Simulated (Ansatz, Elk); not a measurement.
# How far do independent atoms describe LuBe3?

The structure of LuBe3 used here is made up (a known structure type with other elements) and was relaxed beforehand with PBE. The aim is the Fourier transform of its all-electron density, F(hkl), set beside the sum over free spherical atoms that refinements use.

Method: DFT, PBE, all-electron APW+lo, Dirac cores, scalar-relativistic bands, static density, no spin, in Elk 11.2.3 (patched build).

The structure was built from a prototype and need not be the compound's stable phase.

## 1. The starting structure

The structure is cubic, space group Fm-3m (No. 225). Conventional cell: a = 5.878 Å, b = 5.878 Å, c = 5.878 Å, α = 90.00°, β = 90.00°, γ = 90.00°. Nearest to Lu lie 8 Be at 2.55 Å. Be has 4 Be at 2.55 Å and 4 Lu at 2.55 Å nearest. Nearest to Be lie 8 Be at 2.55 Å. Farther neighbours are not listed.

## 2. Ground state and structure factors

An all-electron density is needed, since X-rays see the cores too. Task 0 finds the density and task 195 Fourier-transforms it; tshift is off so that phases refer to the origin typed.

elk.in reads:

```
tasks
  0
  195

xctype
  20

spinpol
  .false.

rgkmax
  7.0

gmaxvr
  14.0

lmaxo
  7

lmaxapw
  8

swidth
  0.002

tshift
  .false.

ramdisk
  .false.

hmaxvr
  5.5

maxscl
  120

epspot
  1e-06

sppath
  './'

avec
  0.00000000000 5.55417621309 5.55417621309
  5.55417621309 0.00000000000 5.55417621309
  5.55417621309 5.55417621309 -0.00000000000

atoms
  2
  'Lu.in'
  1
  0.0000000000 -0.0000000000 -0.0000000000   0.000000 0.000000 0.000000
  'Be.in'
  3
  0.7500000000 0.7500000000 0.7500000000   0.000000 0.000000 0.000000
  0.2500000000 0.2500000000 0.2500000000   0.000000 0.000000 0.000000
  0.5000000000 0.5000000000 0.5000000000   0.000000 0.000000 0.000000

ngridk
  7 7 7
```

Command:

```bash
> OMP_NUM_THREADS=4 elk
```

Numbers of over 12 decimals in the logs are rounded to 6 here.

Output:

```text
┌─────────────────────────┐
│ Elk code version 11.2.3 │
└─────────────────────────┘

All units are atomic (Hartree, Bohr, etc.)

┌─────────────────────────────────────────────────┐
│ Ground-state run starting from atomic densities │
└─────────────────────────────────────────────────┘

Lattice vectors :
   0.000000000       5.554176213       5.554176213
   5.554176213       0.000000000       5.554176213
   5.554176213       5.554176213      -0.000000000

Reciprocal lattice vectors :
 -0.5656271125      0.5656271125      0.5656271125
  0.5656271125     -0.5656271125      0.5656271125
  0.5656271125      0.5656271125     -0.5656271125

Unit cell volume      :    342.6801577
Brillouin zone volume :   0.7238534471

Muffin-tin inner radius fraction :   0.1000000000E-01

Nuclei treated as point charges

Species : 1 (Lu)
 parameters loaded from : Lu.in
 name : lutetium
 nuclear charge    :   -71.00000000
 electronic charge :    71.00000000
 atomic mass :    318945.3298
 muffin-tin radius :    2.800000000
 number of radial points in muffin-tin :   1393
 inner part over the whole radius :   0.9962478555E-02
 number on inner part of muffin-tin    :    999
 approximate nuclear radius :   0.9954169502E-04
 number of mesh points to nuclear radius :    517
 atomic positions (lattice), magnetic fields (Cartesian) :
  1 :   0.00000000  0.00000000  0.00000000    0.00000000  0.00000000  0.00000000

Species : 2 (Be)
 parameters loaded from : Be.in
 name : beryllium
 nuclear charge    :   -4.000000000
 electronic charge :    4.000000000
 atomic mass :    16428.20280
 muffin-tin radius :    1.800000000
 number of radial points in muffin-tin :    593
 inner part over the whole radius :   0.9826427374E-02
 number on inner part of muffin-tin    :    403
 approximate nuclear radius :   0.4290726161E-04
 number of mesh points to nuclear radius :    156
 atomic positions (lattice), magnetic fields (Cartesian) :
  1 :  -0.25000000 -0.25000000 -0.25000000    0.00000000  0.00000000  0.00000000
  2 :   0.25000000  0.25000000  0.25000000    0.00000000  0.00000000  0.00000000
  3 :   0.50000000  0.50000000  0.50000000    0.00000000  0.00000000  0.00000000

Total number of atoms per unit cell :    4
Total muffin-tin volume :    165.2393960
 ratio of muffin-tin to unit cell volume :   0.4821971517

Spin treatment :
 spin-unpolarised

Number of Bravais lattice symmetries :   48
Number of crystal symmetries         :   48
Crystal has inversion symmetry
Real symmetric eigensolver will be used

k-point grid :      7     7     7
k-point offset :    0.000000000       0.000000000       0.000000000
k-point set is reduced with full crystal symmetry group
Total number of k-points :       20

Muffin-tin radius times maximum |G+k| :    7.000000000
 using average radius
Maximum |G+k| for APW functions       :    3.414634146
Maximum (1/2)|G+k|²                   :    5.829863177
Maximum |G| for potential and density :    14.00000000
Constant for pseudocharge density :   10
 order of it for each species :   17  17
 order of it for pair densities of each species (exact exchange by exxq0 0: 18) :   17   6
Radial integration step length :    1

G-vector grid sizes :     36    36    36
Number of G-vectors :    16049

Maximum angular momentum used for
 APW functions            :    8
 outer part of muffin-tin :    7
 inner part of muffin-tin :    2

Total nuclear charge    :   -83.00000000
Total core charge       :    52.00000000
Total valence charge    :    31.00000000
Total excess charge     :    0.000000000
Total electronic charge :    83.00000000

Effective Wigner radius, rₛ :   0.9951932434

Number of empty states         :     16
Total number of valence states :     32
Total number of core states    :     52

Third-order local-orbitals added for an l without core states : T
Total number of local-orbitals :     55

Exchange-correlation functional :     20     0     0
 Perdew-Burke-Ernzerhof, Phys. Rev. Lett. 77, 3865 (1996)
 gradient requirement :    1
[...]
xc potential                :     -374.84511485296
 exchange                    :     -305.80996940304
 correlation                 :     -4.651578
 electron entropic           :    -0.34365862406014E-03
 total energy                :     -14635.127269891

Density of states at Fermi energy :    23.55818223
 (states/Hartree/unit cell)

Estimated indirect band gap :   0.1364855493E-01
 from k-point 5 to k-point 7
Estimated direct band gap   :   0.5699256472E-01
 at k-point 9

Charges :
 core                        :    52.00000000
 valence                     :    31.00000000
 interstitial                :    5.185683764
 muffin-tins (core leakage)
  species : 1 (Lu)
   atom 1                    :    69.43176108     (  0.3806555640E-06)
  species : 2 (Be)
   atom 1                    :    2.823144878     (  0.1152083529E-02)
[...]
total in muffin-tins        :    77.81431624
 total calculated charge     :    82.99663915
 total charge                :    83.00000000
 error                       :   0.3360849026E-02

RMS change in Kohn-Sham potential (target) :    5.853704856     (  0.1000000000E-05)
Absolute change in total energy (target)   :    9.452062652     (  0.1000000000E-03)

[... loops 3 to 16 left out ...]

┌──────────────────┐
│ Loop number : 17 │
└──────────────────┘

Energies :
 Fermi                       :     0.259584
 sum of occupied eigenvalues :     -8934.2591605796
 electron kinetic            :      16298.722239573
 core electron kinetic       :      15803.846717488
 Coulomb                     :     -30613.149934217
 Coulomb potential           :     -24826.389084647
 nuclear-nuclear             :     -1122.9624806759
 electron-nuclear            :     -34170.138934001
 Hartree                     :      4679.9514804598
 Madelung                    :     -18199.955391894
 xc potential                :     -406.59231550509
 exchange                    :     -306.35190139441
 correlation                 :     -4.659380
 electron entropic           :    -0.36471474426016E-03
 total energy                :     -14625.439341254

Density of states at Fermi energy :    24.74228260
 (states/Hartree/unit cell)

Estimated indirect band gap :   0.1359575566E-01
 from k-point 5 to k-point 7
Estimated direct band gap   :   0.5525379937E-01
 at k-point 9

Charges :
 core                        :    52.00000000
 valence                     :    31.00000000
 interstitial                :    5.033497432
 muffin-tins (core leakage)
  species : 1 (Lu)
[...]
species : 2 (Be)
[...]
total in muffin-tins        :    77.96650257
 total calculated charge     :    82.99667691
 total charge                :    83.00000000
 error                       :   0.3323089424E-02

RMS change in Kohn-Sham potential (target) :   0.5889953466E-06 (  0.1000000000E-05)
Absolute change in total energy (target)   :   0.3220253348E-05 (  0.1000000000E-03)

Convergence targets achieved

┌──────────────────┐
│ Loop number : 18 │
└──────────────────┘

Energies :
 Fermi                       :     0.259584
 sum of occupied eigenvalues :     -8934.2591475381
 electron kinetic            :      16298.722230215
 core electron kinetic       :      15803.846720038
 Coulomb                     :     -30613.149905545
 Coulomb potential           :     -24826.389087508
 nuclear-nuclear             :     -1122.9624806759
 electron-nuclear            :     -34170.138873963
 Hartree                     :      4679.9514490933
 Madelung                    :     -18199.955361791
 xc potential                :     -406.59229024454
 exchange                    :     -306.35190045764
 correlation                 :     -4.659380
 electron entropic           :    -0.36471471797601E-03
 total energy                :     -14625.439320995

Density of states at Fermi energy :    24.74228115
 (states/Hartree/unit cell)

Estimated indirect band gap :   0.1359576115E-01
 from k-point 5 to k-point 7
Estimated direct band gap   :   0.5525380411E-01
 at k-point 9

Charges :
 core                        :    52.00000000
 valence                     :    31.00000000
 interstitial                :    5.033497497
 muffin-tins (core leakage)
  species : 1 (Lu)
[...]
species : 2 (Be)
   atom 1                    :    2.779993424     (  0.1144891593E-02)
   atom 2                    :    2.779993424     (  0.1144891593E-02)
   atom 3                    :    2.699884968     (  0.1113399496E-02)
 total in muffin-tins        :    77.96650250
 total calculated charge     :    82.99667691
 total charge                :    83.00000000
 error                       :   0.3323089312E-02

┌──────────────────────────────┐
│ Self-consistent loop stopped │
└──────────────────────────────┘

Warning : core states of species 2 leak from the muffin-tin :   0.1144891593E-02

Wrote STATE.OUT
```

The job ended after 13 s (4 threads of Arm Neoverse V2, shared host; peak memory 0.16 GiB).

SFACRHO.OUT:

```text

h k l indices transformed by vhmat matrix:
   1.000000000       0.000000000       0.000000000    
   0.000000000       1.000000000       0.000000000    
   0.000000000       0.000000000       1.000000000    

      h      k      l  multipl.   |H|            Re(F)            Im(F)           |F|

      0      0      0      1   0.0000000       82.999999      0.31536860E-17   82.999999    
     -1      0      0      8  0.97969490       60.980177     -0.10598830E-14   60.980177    
     -1      0     -1      6   1.1312542       59.585821      0.20694314E-14   59.585821    
      1      0     -1     12   1.5998351       62.731807      0.44113554E-15   62.731807    
     -2     -1     -2     24   1.8759729       52.674356     -0.41133436E-14   52.674356    
      0      2      0      8   1.9593898       51.894178     -0.45521310E-15   51.894178    
     -2      0     -2      6   2.2625084       55.316310      0.36242585E-14   55.316310    
      0     -2      1     24   2.4655114       46.976583      0.11779155E-14   46.976583    
     -2      1     -1     24   2.5295613       46.404864      0.17346378E-14   46.404864    
     -3     -2     -3     24   2.7709956       50.259015      0.68202669E-14   50.259015    
     -3      0      0      8   2.9390847       42.914037     -0.31138771E-14   42.914037    
      1     -2     -2     24   2.9390847       42.887181     -0.33941264E-14   42.887181    
     -4     -2     -2     12   3.1996701       46.387934      0.62559475E-14   46.387934    
      1      2     -2     48   3.3462951       39.773996      0.16621302E-15   39.773996    
     -3     -3     -4     24   3.3937627       39.436706      0.63720089E-14   39.436706    
      3      0      3      6   3.3937627       39.419257     -0.56719256E-14   39.419257    
     -1     -3     -4     24   3.5773400       43.279129      0.58103529E-14   43.279129    
      0     -4     -1     24   3.7090650       37.266486     -0.29787638E-14   37.266486
```

Elk indexes on the primitive cell of elk.in and gives |H| = 4π sin θ/λ in inverse bohr. Below, one row stands for each form hkl of the conventional cell (m members, Friedel mates merged), F is for one primitive cell and the density is static (no thermal factor). Free-atom factors are Waasmaier and Kirfel's, and R is Σm||F|−|F'||/Σm|F|.

| hkl | m | sin θ/λ (Å⁻¹) | abs F, DFT | neutral atoms | diff. |
| --- | --- | --- | --- | --- | --- |
| 111 | 8 | 0.147 | 60.980 | 61.137 | -0.157 |
| 200 | 6 | 0.170 | 59.586 | 59.826 | -0.240 |
| 220 | 12 | 0.241 | 62.732 | 62.942 | -0.210 |
| 311 | 24 | 0.282 | 52.674 | 52.789 | -0.114 |
| 222 | 8 | 0.295 | 51.894 | 51.965 | -0.071 |
| 400 | 6 | 0.340 | 55.316 | 55.482 | -0.166 |
| 331 | 24 | 0.371 | 46.977 | 47.109 | -0.133 |
| 420 | 24 | 0.380 | 46.405 | 46.525 | -0.120 |
| 422 | 24 | 0.417 | 50.259 | 50.380 | -0.121 |
| 333 | 8 | 0.442 | 42.914 | 43.002 | -0.088 |
| 511 | 24 | 0.442 | 42.887 | 43.002 | -0.115 |
| 440 | 12 | 0.481 | 46.388 | 46.522 | -0.134 |
| 531 | 48 | 0.503 | 39.774 | 39.871 | -0.097 |
| 442 | 24 | 0.510 | 39.437 | 39.529 | -0.092 |

## 3. The highest occupied states alone

An energy window below the Fermi level keeps the highest occupied states, to see at which angles they scatter; shallow core shells can lie inside it and anion s states outside. No new self-consistency is needed.

elk.in: that of step 2 with these lines changed.

```diff
@@ -1,3 +1,2 @@
 tasks
-  0
   195
@@ -40,2 +39,5 @@
 
+wsfac
+  -0.181410 0.559580
+
 sppath
```

Command:

```bash
> OMP_NUM_THREADS=4 elk
```

Output:

```text
┌─────────────────────────────────┐
│ Elk code version 11.2.3 started │
└─────────────────────────────────┘

Info(readinput): the functional depends on the density's gradient
 muffin-tin radial points multiplied by    2.00000
 (not where nrmtscf is given)

┌────────────────────┐
│ Current task : 195 │
└────────────────────┘

Info(sfacrho): density structure factors written to SFACRHO.OUT

 Energy window :  -0.1814100000      0.5595800000

┌──────────────────┐
│ Elk code stopped │
└──────────────────┘
```

Elapsed: 4.2 s, on 4 threads; peak memory 0.16 GiB.

States within 12 eV below the Fermi level hold 23.00 electrons; any levels below the window count with the cores. Their amplitudes can exceed the total, where window and core parts have opposite phase:

| hkl | sin θ/λ (Å⁻¹) | abs F, window | abs F, all |
| --- | --- | --- | --- |
| 111 | 0.147 | 12.253 | 60.980 |
| 200 | 0.170 | 11.790 | 59.586 |
| 220 | 0.241 | 10.804 | 62.732 |
| 311 | 0.282 | 9.846 | 52.674 |
| 222 | 0.295 | 9.610 | 51.894 |
| 400 | 0.340 | 8.381 | 55.316 |
| 331 | 0.371 | 7.838 | 46.977 |
| 420 | 0.380 | 7.639 | 46.405 |
| 422 | 0.417 | 6.807 | 50.259 |
| 333 | 0.442 | 6.372 | 42.914 |

## 4. Another functional

The difference from free atoms is small, so it is set against the change that PBEsol makes.

elk.in: that of step 3 with these lines changed.

```diff
@@ -1,2 +1,3 @@
 tasks
+  0
   195
@@ -4,3 +5,3 @@
 xctype
-  20
+  22
 
@@ -39,5 +40,2 @@
 
-wsfac
-  -0.181410 0.559580
-
 sppath
```

Command:

```bash
> OMP_NUM_THREADS=4 elk
```

Output:

```text
┌─────────────────────────┐
│ Elk code version 11.2.3 │
└─────────────────────────┘

All units are atomic (Hartree, Bohr, etc.)

┌─────────────────────────────────────────────────┐
│ Ground-state run starting from atomic densities │
└─────────────────────────────────────────────────┘

Lattice vectors :
   0.000000000       5.554176213       5.554176213
   5.554176213       0.000000000       5.554176213
   5.554176213       5.554176213      -0.000000000

Reciprocal lattice vectors :
 -0.5656271125      0.5656271125      0.5656271125
[...]
muffin-tins (core leakage)
  species : 1 (Lu)
[...]
species : 2 (Be)
[...]
atom 2                    :    2.774981373     (  0.1189139796E-02)
   atom 3                    :    2.695550175     (  0.1156375715E-02)
 total in muffin-tins        :    77.97599212
 total calculated charge     :    82.99654506
 total charge                :    83.00000000
 error                       :   0.3454939656E-02

┌──────────────────────────────┐
│ Self-consistent loop stopped │
└──────────────────────────────┘

Warning : core states of species 2 leak from the muffin-tin :   0.1189139796E-02

Wrote STATE.OUT
[key lines of the parts left out:]
total energy                :     -14620.717983749
```

Wall time 13 s (4 threads); peak memory 0.16 GiB.

Against the first run R = 0.01 %; the largest change is -0.016 at 220.

## 5. Basis size

A smaller basis shows how fast F responds to it; the change is likely larger than the basis error of the first run, but doesn't show convergence.

elk.in: that of step 4 with these lines changed.

```diff
@@ -5,3 +5,3 @@
 xctype
-  22
+  20
 
@@ -11,3 +11,3 @@
 rgkmax
-  7.0
+  5.5
```

Command:

```bash
> OMP_NUM_THREADS=4 elk
```

Output:

```text
┌─────────────────────────┐
│ Elk code version 11.2.3 │
└─────────────────────────┘

All units are atomic (Hartree, Bohr, etc.)

┌─────────────────────────────────────────────────┐
│ Ground-state run starting from atomic densities │
└─────────────────────────────────────────────────┘

Lattice vectors :
   0.000000000       5.554176213       5.554176213
   5.554176213       0.000000000       5.554176213
   5.554176213       5.554176213      -0.000000000

Reciprocal lattice vectors :
 -0.5656271125      0.5656271125      0.5656271125
[...]
muffin-tins (core leakage)
  species : 1 (Lu)
[...]
species : 2 (Be)
[...]
atom 2                    :    2.776705662     (  0.1143948929E-02)
   atom 3                    :    2.697374943     (  0.1112680714E-02)
 total in muffin-tins        :    77.95115024
 total calculated charge     :    82.99663786
 total charge                :    83.00000000
 error                       :   0.3362137088E-02

┌──────────────────────────────┐
│ Self-consistent loop stopped │
└──────────────────────────────┘

Warning : core states of species 2 leak from the muffin-tin :   0.1143948929E-02

Wrote STATE.OUT
[key lines of the parts left out:]
total energy                :     -14625.432028782
```

Elapsed: 12 s, on 4 threads; peak memory 0.16 GiB; 27 s of CPU time.

Against the first run R = 0.00 %; the largest change is +0.005 at 331.

## 6. A coarser k-mesh

About half the k-points along each axis test the sampling.

elk.in: that of step 5 with these lines changed.

```diff
@@ -11,3 +11,3 @@
 rgkmax
-  5.5
+  7.0
 
@@ -60,2 +60,2 @@
 ngridk
-  7 7 7
+  4 4 4
```

Command:

```bash
> OMP_NUM_THREADS=4 elk
```

Output:

```text
┌─────────────────────────┐
│ Elk code version 11.2.3 │
└─────────────────────────┘

All units are atomic (Hartree, Bohr, etc.)

┌─────────────────────────────────────────────────┐
│ Ground-state run starting from atomic densities │
└─────────────────────────────────────────────────┘

Lattice vectors :
   0.000000000       5.554176213       5.554176213
   5.554176213       0.000000000       5.554176213
   5.554176213       5.554176213      -0.000000000

Reciprocal lattice vectors :
 -0.5656271125      0.5656271125      0.5656271125
[...]
muffin-tins (core leakage)
  species : 1 (Lu)
[...]
species : 2 (Be)
[...]
atom 2                    :    2.783006207     (  0.1146215339E-02)
   atom 3                    :    2.697539127     (  0.1112699709E-02)
 total in muffin-tins        :    77.96623270
 total calculated charge     :    82.99665301
 total charge                :    83.00000000
 error                       :   0.3346988425E-02

┌──────────────────────────────┐
│ Self-consistent loop stopped │
└──────────────────────────────┘

Warning : core states of species 2 leak from the muffin-tin :   0.1146215339E-02

Wrote STATE.OUT
[key lines of the parts left out:]
total energy                :     -14625.440964596
```

The job ended after 10 s (4 threads; peak memory 0.16 GiB; 20 s of CPU time).

Against the first run R = 0.00 %; the largest change is -0.010 at 200.

## 7. Settings against the effect

| run | R against the first run (%) | R against neutral atoms, low angle (%) | wall time |
| --- | --- | --- | --- |
| PBE, rgkmax 7 | 0.00 | 0.26 | 13 s |
| PBEsol | 0.01 | 0.27 | 13 s |
| rgkmax 5.5 | 0.00 | 0.26 | 12 s |
| k-mesh 4×4×4 | 0.00 | 0.26 | 10 s |

## 8. Results

| Property | Result |
| --- | --- |
| R against neutral atoms, sin θ/λ < 0.3 Å⁻¹ | 0.26 % |
| R against neutral atoms, 0.3 to 0.81 Å⁻¹ | 0.21 % |

What this shows: Independent neutral atoms miss the calculated amplitudes by R = 0.26 % below 0.3 Å⁻¹ and 0.21 % from there to 0.81 Å⁻¹; by shells, 0.26 % below 0.15 Å⁻¹ (1 form), 0.26 % 0.15 to 0.3 (4 forms), 0.26 % 0.3 to 0.45 (6 forms), 0.21 % above 0.45 (29 forms). Bonding, aspherical density and the tables' own atoms all enter these figures, and the runs don't part them. The largest change of an amplitude is -0.24 electrons, at 200. The window's part falls from 23.0 electrons at the origin to at most 5.60 between 0.45 and 0.81 Å⁻¹, where compact states inside the window still scatter. Below 0.3 Å⁻¹ the changes that finished (PBEsol, rgkmax 5.5 and k-mesh 4×4×4) move F by R = 0.02 % at most, against the 0.26 % that separates it from free atoms. Spin-orbit coupling is left out, which can matter for elements this heavy. Part of the difference isn't bonding: the tables are fits to free atoms and ions calculated by other methods than this functional. Thermal motion, anomalous dispersion and extinction are left out.

[Logs are printed without paths, hosts, clocks, repeated set-up lines and the standing remarks that a program may print on its own settings, such as how far it seeks lower states.]

[Hosts, paths, dates, database ids (printed as entryN), source tags and the programs' standing remarks are cut or masked in the printed files.]
